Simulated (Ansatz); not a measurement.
**3-layer 1T-SnSe2 (AA) in a perpendicular field**

Wanted: the out-of-plane response of the 3-layer 1T-SnSe2 (AA). A positive field points along +c.

Main program and level: Ansatz 0.2.0; plane-wave DFT, PBE-D3(BJ), Ansatz PAW.

### 1. The starting structure

The cell holds 9 atoms: 6 Se and 3 Sn. Its edges and angles: a = 3.870 Å, b = 3.870 Å, c = 56.031 Å, α = 90.0°, β = 90.0°, γ = 120.0°. Regions: layer 1: 1T-SnSe2, 3 atoms (2 Se and 1 Sn); layer 2: 1T-SnSe2, 3 atoms (2 Se and 1 Sn); layer 3: 1T-SnSe2, 3 atoms (2 Se and 1 Sn). Vacuum lies along c.

### 2. Relaxing the slab

The starting cell is a guess, so the in-plane lattice and the atoms are relaxed first, with the slab cut off from its images along the normal.

Input file input.yaml:

```yaml
crystal:
  lattice:
    - [3.87, 0.0, 0.0]
    - [-1.935, 3.3515183126, 0.0]
    - [0.0, 0.0, 56.0314671298]
  atoms:
    - { symbol: Se, position: [0.6666666667, 0.3333333333, 0.3881747367] }
    - { symbol: Sn, position: [0.0, 0.0, 0.4070078063] }
    - { symbol: Se, position: [0.3333333333, 0.6666666667, 0.4258408759] }
    - { symbol: Se, position: [0.6666666667, 0.3333333333, 0.4811669304] }
    - { symbol: Sn, position: [0.0, 0.0, 0.5] }
    - { symbol: Se, position: [0.3333333333, 0.6666666667, 0.5188330696] }
    - { symbol: Se, position: [0.6666666667, 0.3333333333, 0.5741591241] }
    - { symbol: Sn, position: [0.0, 0.0, 0.5929921937] }
    - { symbol: Se, position: [0.3333333333, 0.6666666667, 0.6118252633] }
  periodic: [true, true, false]
kpoints:
  mp_grid: { grid: [12, 12, 1] }
hamiltonian:
  xc: pbe
  dispersion: d3bj
scf:
  occupations: { method: fermi_dirac, width: 0.05 }
  convergence: { dr2_threshold: 1.0e-09 }
relax:
  f_tol: 0.004
  max_steps: 90
  cell: {}
output:
  write_potential: true
  write_density: true
  volumetric_format: npy
```

Started as:

```sh
$ ansatz run input.yaml --threads 4 --pin off --max-ram 8192MiB --backend cpu --events-out ev --progress --plain --runs-dir out
```

Numbers of over 12 decimals in the logs are rounded to 6 here.

The log of the run:

```text
Warning: relax.cell: scf.convergence.dr2_threshold = 1e-9 eV is looser than the 1.77281560641e-10 eV advised for a relaxation that steers and ends on the stress (1e-10 eV for each atom of the cell: 9, times the square of relax.cell.stress_2d_tol = 0.05 N/m over 22.5 Å (the atoms' height at the walk's start and 5 Å past either face), 2.219e-2 GPa, over a crystal's default 0.05). What an SCF threshold leaves in a stress goes as its square root, and in the free energy as the threshold itself, and one threshold admits the most on a small cell: [figures from the program's tests cut] Set scf.convergence.dr2_threshold to 1.77281560641e-10 eV or tighter. [rest of the remark cut]
Engine: ansatz 0.2.0, x86_64-unknown-linux-gnu
Pseudopotentials: kind: paw
Pseudopotential: Se, paw, valence charge 16, recommended cutoff 420 eV (normal), Se.paw.azcp
Pseudopotential: Sn, paw, valence charge 14, recommended cutoff 420 eV (normal), Sn.paw.azcp
Functional definition: PBE
  parameter kappa = 0.804
  parameter beta = 0.066725
  exchange = pbe_x(kappa = kappa, mu = beta*pi^2/3)
  correlation = pbe_c(beta = beta)
Crystal: 9 atoms, lattice volume = 726.749 Å³
Basis set: ecut = 420 eV, 14335 PW (Γ), exchange–correlation on 54×54×750 points (8 copies of the dense FFT grid, shifted against one another)
Bands: 83, of which v1, the nominal top of the filled ones, is band 69 counted from 1 (68 counted from 0)
Symmetry: 12 space group operations
Space group: P-3m1 (ITA 164), of the structure as read, at distance tolerance 9.0e-5 Å
k-points: 19 of 144
Non-local potential: Se, projectors of the file, l = 0: 2, l = 1: 2, l = 2: 3, l = 3: 1
Non-local potential: Sn, projectors of the file, l = 0: 2, l = 1: 2, l = 2: 2, l = 3: 2
PAW form: soft (Blöchl's): semilocal exchange-correlation on the pseudo side does not see the compensation charge
PAW one-centre angular grid: Se, 590 points (default); XC on 64 Gauss nodes
PAW one-centre angular grid: Sn, 590 points (default); XC on 64 Gauss nodes
Initial density: superposition of atomic densities (neutral atoms: chi_scale 0, normalization atom), corrected by the library's trained network
Initial wavefunctions: pseudopotential atomic-orbital guess
Functional: x = pbe(κ = 0.804, μ = 0.219515), c = pbe(β = 0.066725)
SCF iter   1: F=—  HF=-50884.659505 eV  |F-HF|=—  |Δ(HF+E_count)|=         —  Δρ=2.15e-3  dr2=7.19e-2  ethr=1.77e-3  ⟨swp⟩=13.2  Hψ=9374  notcnv=0  defer=40
preconditioner: auto → LDOS  [insulator: Δε(μ)=0.305 eV  Ē_g=16.941 eV  σ=0.050 eV  W_gap=0.55  n_scr=126 (ndim 8)  ℏωp=12.2 eV  f_vac=0.715  D(μ)=0.22/eV (n_scr^D=4)  ε∞_Penn≈1.5  β→1.0]
SCF iter   2: F=—  HF=-50884.685686 eV  |F-HF|=—  |Δ(HF+E_count)|=   2.62e-2  Δρ=2.19e-3  dr2=2.18e-1  ethr=5.21e-5  ⟨swp⟩=4.7  Hψ=4641  notcnv=0  defer=141
SCF iter   3: F=—  HF=-50884.647399 eV  |F-HF|=—  |Δ(HF+E_count)|=   3.83e-2  Δρ=6.51e-4  dr2=2.42e-2  ethr=5.21e-5  ⟨swp⟩=3.6  Hψ=2778  notcnv=0  defer=141
SCF iter   4: F=—  HF=-50884.643548 eV  |F-HF|=—  |Δ(HF+E_count)|=   3.85e-3  Δρ=1.30e-4  dr2=5.01e-4  ethr=1.75e-5  ⟨swp⟩=3.0  Hψ=2391  notcnv=0  defer=141
SCF iter   5: F=—  HF=-50884.643384 eV  |F-HF|=—  |Δ(HF+E_count)|=   1.64e-4  Δρ=3.57e-5  dr2=1.39e-5  ethr=3.63e-7  ⟨swp⟩=3.8  Hψ=2822  notcnv=0  defer=141
SCF iter   6: F=—  HF=-50884.643439 eV  |F-HF|=—  |Δ(HF+E_count)|=   5.48e-5  Δρ=1.38e-5  dr2=1.09e-6  ethr=1.01e-8  ⟨swp⟩=3.1  Hψ=3298  notcnv=0  defer=141
SCF iter   7: F=—  HF=-50884.643403 eV  |F-HF|=—  |Δ(HF+E_count)|=   3.60e-5  Δρ=3.77e-6  dr2=8.27e-8  ethr=7.89e-10  ⟨swp⟩=3.1  Hψ=3576  notcnv=0  defer=141
SCF iter   8: F=—  HF=-50884.643403 eV  |F-HF|=—  |Δ(HF+E_count)|=   8.91e-8  Δρ=9.40e-7  dr2=1.07e-8  ethr=5.99e-11  ⟨swp⟩=4.3  Hψ=3700  notcnv=0  defer=141
SCF iter   9: F=-50884.643403 eV  HF=-50884.643403 eV  |F-HF|=3.46e-9  |Δ(HF+E_count)|=   5.36e-9  Δρ=2.54e-7  dr2=5.28e-10  ethr=1.00e-12  ⟨swp⟩=10.6  Hψ=12902  notcnv=0
SCF 1 converged in 9 iterations: F = -50884.643403 eV  dr2 = 5.28e-10
  greatest PAW one-centre occupation: 1.000 electrons in one spin orbital (limit 2), on the Se atom at site 5 (counted from 0), in its partial waves of l = 2
relax step   1: F+E_penalty+E_count = -50884.64340310 eV  Δ(F+E_penalty+E_count) = +0.000e0 eV  max|allowed force component| = 5.179e0 eV/Å  Δτ_max = 0.0000 Å  P = +53.845 N/m  Ω = 726.749 Å³  fix = [c, alpha, beta]  reactions: c +0.000 N/m  (9 SCF iters, accepted)
Crystal: 9 atoms, lattice volume = 753.444 Å³
Basis set: ecut = 420 eV, 14899 PW (Γ), exchange–correlation on 54×54×750 points (8 copies of the dense FFT grid, shifted against one another)
Initial density: handed on by an earlier stage of this run
Initial wavefunctions: those handed on with the density
iter 1 solved again at ethr=1.80e-4 eV; its pass at ethr=3.10e-3 eV (dr2=2.48e-1 eV) is discarded
SCF iter   1: F=—  HF=-50890.313168 eV  |F-HF|=—  |Δ(HF+E_count)|=         —  Δρ=5.41e-3  dr2=2.44e-1  ethr=1.80e-4  ⟨swp⟩=5.9  Hψ=9144  notcnv=0  defer=7
preconditioner: auto → LDOS  [insulator: Δε(μ)=0.378 eV  Ē_g=16.383 eV  σ=0.050 eV  W_gap=0.89  n_scr=138 (ndim 8)  ℏωp=11.9 eV  f_vac=0.709  D(μ)=0.27/eV (n_scr^D=4)  ε∞_Penn≈1.5  β→1.0]
SCF iter   2: F=—  HF=-50890.362397 eV  |F-HF|=—  |Δ(HF+E_count)|=   4.92e-2  Δρ=3.20e-3  dr2=3.90e-1  ethr=1.77e-4  ⟨swp⟩=5.9  Hψ=4681  notcnv=0  defer=71
SCF iter   3: F=—  HF=-50890.256571 eV  |F-HF|=—  |Δ(HF+E_count)|=   1.06e-1  Δρ=1.02e-3  dr2=4.66e-2  ethr=1.77e-4  ⟨swp⟩=4.6  Hψ=3145  notcnv=0  defer=99
SCF iter   4: F=—  HF=-50890.251919 eV  |F-HF|=—  |Δ(HF+E_count)|=   4.65e-3  Δρ=5.34e-4  dr2=1.58e-2  ethr=3.38e-5  ⟨swp⟩=3.1  Hψ=2408  notcnv=0  defer=109
SCF iter   5: F=—  HF=-50890.250016 eV  |F-HF|=—  |Δ(HF+E_count)|=   1.90e-3  Δρ=1.68e-4  dr2=4.46e-4  ethr=1.15e-5  ⟨swp⟩=2.6  Hψ=2129  notcnv=0  defer=109
SCF iter   6: F=—  HF=-50890.249919 eV  |F-HF|=—  |Δ(HF+E_count)|=   9.78e-5  Δρ=6.86e-5  dr2=1.07e-4  ethr=3.23e-7  ⟨swp⟩=4.3  Hψ=3760  notcnv=0  defer=109
SCF iter   7: F=—  HF=-50890.249911 eV  |F-HF|=—  |Δ(HF+E_count)|=   7.52e-6  Δρ=1.19e-5  dr2=9.56e-7  ethr=7.72e-8  ⟨swp⟩=2.5  Hψ=1964  notcnv=0  defer=109
SCF iter   8: F=—  HF=-50890.249869 eV  |F-HF|=—  |Δ(HF+E_count)|=   4.16e-5  Δρ=3.71e-6  dr2=2.99e-7  ethr=6.93e-10  ⟨swp⟩=4.1  Hψ=3245  notcnv=0  defer=109
SCF iter   9: F=—  HF=-50890.249869 eV  |F-HF|=—  |Δ(HF+E_count)|=   3.80e-8  Δρ=1.26e-6  dr2=1.42e-8  ethr=2.16e-10  ⟨swp⟩=3.1  Hψ=2240  notcnv=0  defer=109
SCF iter  10: F=-50890.249869 eV  HF=-50890.249869 eV  |F-HF|=4.22e-10  |Δ(HF+E_count)|=   4.58e-9  Δρ=3.72e-7  dr2=5.89e-10  ethr=1.00e-12  ⟨swp⟩=9.8  Hψ=12613  notcnv=0
[...]
relax step   9: F+E_penalty+E_count = -50892.97014451 eV  Δ(F+E_penalty+E_count) = -1.440e-3 eV  max|allowed force component| = 6.951e-3 eV/Å  Δτ_max = 0.0421 Å  P = +0.104 N/m  Ω = 713.846 Å³  energy of the carried Pulay correction = +1.653e-3 eV  fix = [c, alpha, beta]  reactions: c +0.000 N/m  (9 SCF iters, accepted)
relax step  10: F+E_penalty+E_count = -50892.97015543 eV  Δ(F+E_penalty+E_count) = -1.092e-5 eV  max|allowed force component| = 4.089e-3 eV/Å  Δτ_max = 0.0084 Å  P = +0.004 N/m  Ω = 714.213 Å³  energy of the carried Pulay correction = +1.606e-3 eV  fix = [c, alpha, beta]  reactions: c +0.000 N/m  (8 SCF iters, accepted)
relax step  11: F+E_penalty+E_count = -50892.97015887 eV  Δ(F+E_penalty+E_count) = -3.444e-6 eV  max|allowed force component| = 4.035e-3 eV/Å  Δτ_max = 0.0018 Å  P = -0.005 N/m  Ω = 714.188 Å³  energy of the carried Pulay correction = +1.609e-3 eV  fix = [c, alpha, beta]  reactions: c -0.000 N/m  (7 SCF iters, accepted)
relax step  12: F+E_penalty+E_count = -50892.97015934 eV  Δ(F+E_penalty+E_count) = -4.681e-7 eV  max|allowed force component| = 7.429e-5 eV/Å  Δτ_max = 0.0006 Å  P = -0.000 N/m  Ω = 714.202 Å³  energy of the carried Pulay correction = +1.607e-3 eV  fix = [c, alpha, beta]  reactions: c -0.000 N/m  (6 SCF iters, accepted)
relax step  13: F+E_penalty+E_count = -50892.96931321 eV  Δ(F+E_penalty+E_count) = +8.461e-4 eV  max|allowed force component| = 2.494e-4 eV/Å  Δτ_max = 0.0000 Å  P = -0.055 N/m  Ω = 714.202 Å³  fix = [c, alpha, beta]  reactions: c -0.000 N/m  stress off target by 5.48e-2 N/m on what of the cell is left free  SCF on the basis re-selected at this cell (its energy is not comparable with the rows above)  (6 SCF iters)
relax step  14: F+E_penalty+E_count = -50892.96935081 eV  Δ(F+E_penalty+E_count) = -3.760e-5 eV  max|allowed force component| = 1.950e-3 eV/Å  Δτ_max = 0.0018 Å  P = -0.002 N/m  Ω = 713.817 Å³  energy of the carried Pulay correction = +2.689e-5 eV  fix = [c, alpha, beta]  reactions: c -0.000 N/m  (7 SCF iters, accepted)
iter 1 solved again at ethr=4.44e-7 eV; its pass at ethr=3.10e-3 eV (dr2=6.13e-4 eV) is discarded
SCF iter   1: F=—  HF=-50892.969375 eV  |F-HF|=—  |Δ(HF+E_count)|=         —  Δρ=1.07e-6  dr2=1.10e-8  ethr=4.44e-7  ⟨swp⟩=6.9  Hψ=13729  notcnv=0  defer=2
eigensolver tolerance schedule: the retry pair's looser diagonalisation over-reported the residual by 55631.48 of it (diagonalisation noise at an unbounded share of the residual, at the tolerance the schedule requests for it); recorded, not acted on — ethr = c·dr2/N_el stays at c = 1.0e-1
SCF iter   2: F=—  HF=-50892.969317 eV  |F-HF|=—  |Δ(HF+E_count)|=   5.84e-5  Δρ=8.72e-7  dr2=1.87e-8  ethr=7.98e-12  ⟨swp⟩=6.7  Hψ=6245  notcnv=0  defer=2
SCF iter   3: F=—  HF=-50892.969317 eV  |F-HF|=—  |Δ(HF+E_count)|=   3.38e-9  Δρ=4.91e-7  dr2=4.86e-9  ethr=7.98e-12  ⟨swp⟩=2.2  Hψ=1971  notcnv=0  defer=2
SCF iter   4: F=—  HF=-50892.969317 eV  |F-HF|=—  |Δ(HF+E_count)|=  5.82e-10  Δρ=3.91e-7  dr2=2.03e-9  ethr=3.52e-12  ⟨swp⟩=2.3  Hψ=1770  notcnv=0  defer=2
SCF iter   5: F=-50892.969317 eV  HF=-50892.969317 eV  |F-HF|=9.24e-10  |Δ(HF+E_count)|=  1.46e-10  Δρ=2.24e-7  dr2=2.68e-10  ethr=1.00e-12  ⟨swp⟩=14.9  Hψ=11995  notcnv=0
SCF 15 converged in 5 iterations: F = -50892.969317 eV  dr2 = 2.68e-10
relax step  15: F+E_penalty+E_count = -50892.96931704 eV  Δ(F+E_penalty+E_count) = +3.377e-5 eV  max|allowed force component| = 1.942e-3 eV/Å  Δτ_max = 0.0000 Å  P = -0.002 N/m  Ω = 713.817 Å³  fix = [c, alpha, beta]  reactions: c -0.000 N/m  stress off target by 1.81e-3 N/m on what of the cell is left free  SCF on the basis re-selected at this cell (its energy is not comparable with the rows above)  (5 SCF iters)
basis re-selected at this cell: Δ(F+E_penalty+E_count) = +3.377e-5 eV, ΔP = +0.000 N/m vs the last step (what re-selecting the basis moved, of the pressure what is left beyond the Pulay correction that the steps carried, after the strain that the cell walked since its last selection, with what the two solves' SCF thresholds leave and, on support functions, any second-order correction that the steps lacked; it is no m [...]
WARN: The output density's exchange-correlation potential varies sharply where the density is thin. Do not read a vacuum level from v_tot or v_xc, or from such a field of the output density. On a cell that repeats whose density bears no net charge and no dipole along the vacuum's axis use v_es (v_loc + v_h of the components); under efield.dipole_correction with no amplitude use v_es + v_field, which holds any externa [...]
SCF converged after 5 iterations
Free energy (F): -50892.969317 eV
Harris-Foulkes:  -50892.969317 eV  (|F-HF|=9.24e-10)
Internal energy: -50892.969109 eV  (E = F + TS)
E sigma→0 (E₀):  -50892.969213 eV
Entropy (-TS):   -0.000208 eV (-0.023 meV/atom)
Fermi energy:    -5.546707 eV
--- Per-component energies (eV) ---
  E_band       = -4503.346045
  E_kinetic    = 1272.580932
  E_local      = -1116887.144299  (includes V_loc(G=0)·N_el)
  E_nonlocal   = -3667.092006
  E_hartree    = 557712.765126
  E_xc         = -1768.607944
  E_vxc        = -872.735872  (∫ρ·V_xc dr)
  E_paw        = -23891.022716  (= ΣΔE_a)
  E_vpaw       = 225.521611  (= ΣTr[D̂ρ^β])
  E_aug_tail   = -0.003626  (compensation charges beyond the density's cutoff)
  E_ewald      = 536338.484133
  E_disp       = -2.928709  (pairwise vdW)
  E_smearing   = -0.000208  (= −TS)
  E_closure    = -0.000000  (closes the sum)
  Σ components = -50892.969317   (vs F -50892.969317, Δ=0.00e0)
--- Forces (eV/Å), atoms counted from 1 ---
  atom   1  Se     0.00000000    -0.00000000     0.00122138
  atom   2  Sn     0.00000000     0.00000000     0.00056172
  atom   3  Se     0.00000000     0.00000000    -0.00194185
  atom   4  Se     0.00000000    -0.00000000     0.00021442
  atom   5  Sn     0.00000000     0.00000000     0.00000000
  atom   6  Se     0.00000000     0.00000000    -0.00021442
  atom   7  Se     0.00000000    -0.00000000     0.00194185
  atom   8  Sn    -0.00000000    -0.00000000    -0.00056172
  atom   9  Se     0.00000000     0.00000000    -0.00122138
  max |Σ_I F_I| component: 9.25e-18 eV/Å
--- 2D stress c σ (N/m, compression-positive) ---
       -0.001813      -0.000000       0.000000
       -0.000000      -0.001813       0.000000
        0.000000       0.000000      -0.000000
  P = ½ c Tr σ = -0.0018 N/m
--- Band table (eV; the first three rows and the last of 19) ---
  k-point 0: bands = [... 65 lower, -6.0952, -6.0952, -6.0350, -6.0350, -4.7902, -4.1607, -3.5858, -2.9251, ... 10 higher]
  k-point 1: bands = [... 65 lower, -6.1678, -6.0708, -6.0339, -5.9591, -4.2425, -3.8785, -3.5589, -2.5143, ... 10 higher]
  k-point 2: bands = [... 65 lower, -6.2074, -6.0359, -6.0185, -5.9250, -4.0087, -3.7887, -3.5836, -2.2445, ... 10 higher]
  k-point 18: bands = [... 65 lower, -6.8774, -6.8774, -6.3547, -6.3547, -4.7721, -4.2528, -3.7415, -1.3209, ... 10 higher]
  the weakly bound empty levels are not read free of the cell's end (no_gap_told)
--- Relaxed structure (13 steps of the walk, 13 accepted, 2 SCFs on fresh bases) ---
  F+E_penalty+E_count = -50892.96931704 eV   max|allowed force component| = 1.942e-3 eV/Å   (the final SCF, on the basis selected at the relaxed cell)
  cell:  # Å, volume = 713.8170 Å³
    - [3.835413, 0, 0]
    - [-1.917706, 3.321565, 0]
    - [0, 0, 56.0314671298]
  atoms:
    - { symbol: Se, position: [0.666667, 0.333333, 0.364393] }
    - { symbol: Sn, position: [7.571213441664348e-18, 0, 0.392877] }
    - { symbol: Se, position: [0.333333, 0.666667, 0.421382] }
    - { symbol: Se, position: [0.666667, 0.333333, 0.471529] }
    - { symbol: Sn, position: [0, 0, 0.5] }
    - { symbol: Se, position: [0.333333, 0.666667, 0.528471] }
    - { symbol: Se, position: [0.666667, 0.333333, 0.578618] }
    - { symbol: Sn, position: [-7.571213441664348e-18, 0, 0.607123] }
    - { symbol: Se, position: [0.333333, 0.666667, 0.635607] }
```

The job ended after 9.6 min (4 threads of Intel Xeon at 2.50GHz (Skylake/Cascade Lake), shared host; peak memory 2.1 GiB; 34 min of CPU time).

Relaxation path:

```tsv
step	energy less that of the first step (eV)	largest force component (eV/Å)	volume (Å³)
1	0.0000	5.1791	726.75
2	-5.6065	2.7916	753.44
3	-7.7313	1.1319	746.95
4	-8.0922	0.2000	739.32
5	-8.2021	0.0939	739.06
6	-8.2729	0.1157	730.23
7	-8.3163	0.0370	714.56
8	-8.3253	0.0173	712.64
9	-8.3267	0.0070	713.85
10	-8.3268	0.0041	714.21
11	-8.3268	0.0040	714.19
12	-8.3268	0.0001	714.20
13*	-8.3259	0.0002	714.20
14	-8.3259	0.0019	713.82
15*	-8.3259	0.0019	713.82
```

Relaxation steps marked * repeat the geometry before them on a plane-wave basis chosen anew for their cell, so energy and pressure can jump there.

The run keeps the 12 symmetry operations that it works with, so distortions that break them were not tested.

```tsv
cell as run	before	after	change
a (Å)	3.870	3.835	-0.9 %
b (Å)	3.870	3.835	-0.9 %
```

The atoms that moved most (Å, along periodic axes as changes of fractional coordinates times the final cell, across vacuum about the mean position):

```tsv
atom	dx	dy	dz	length
Se1	0.000	0.000	-1.333	1.333
Se9	0.000	0.000	1.333	1.333
Sn8	0.000	0.000	0.792	0.792
Sn2	0.000	0.000	-0.792	0.792
Se4	0.000	0.000	-0.540	0.540
Se6	0.000	0.000	0.540	0.540
Se7	0.000	0.000	0.250	0.250
Se3	0.000	0.000	-0.250	0.250
```

Numbers from this step:

```yaml
energy_at_zero_smearing: -50892.9692 eV
```

The lattice constant a goes from 3.870 to 3.835 Å.

(Part 1 of 2 ends here.)

[Logs are printed without paths, hosts, clocks, repeated set-up lines and the standing remarks that a program may print on its own settings, such as how far it seeks lower states.]

[Hosts, paths, dates, database ids (printed as entryN), source tags and the programs' standing remarks are cut or masked in the printed files.]

[Maps of the electrostatic potential energy from Ansatz leave out the sawtooth potential of an applied field or a dipole correction, so their vacuum need not be flat; planar profiles and work functions include it.]
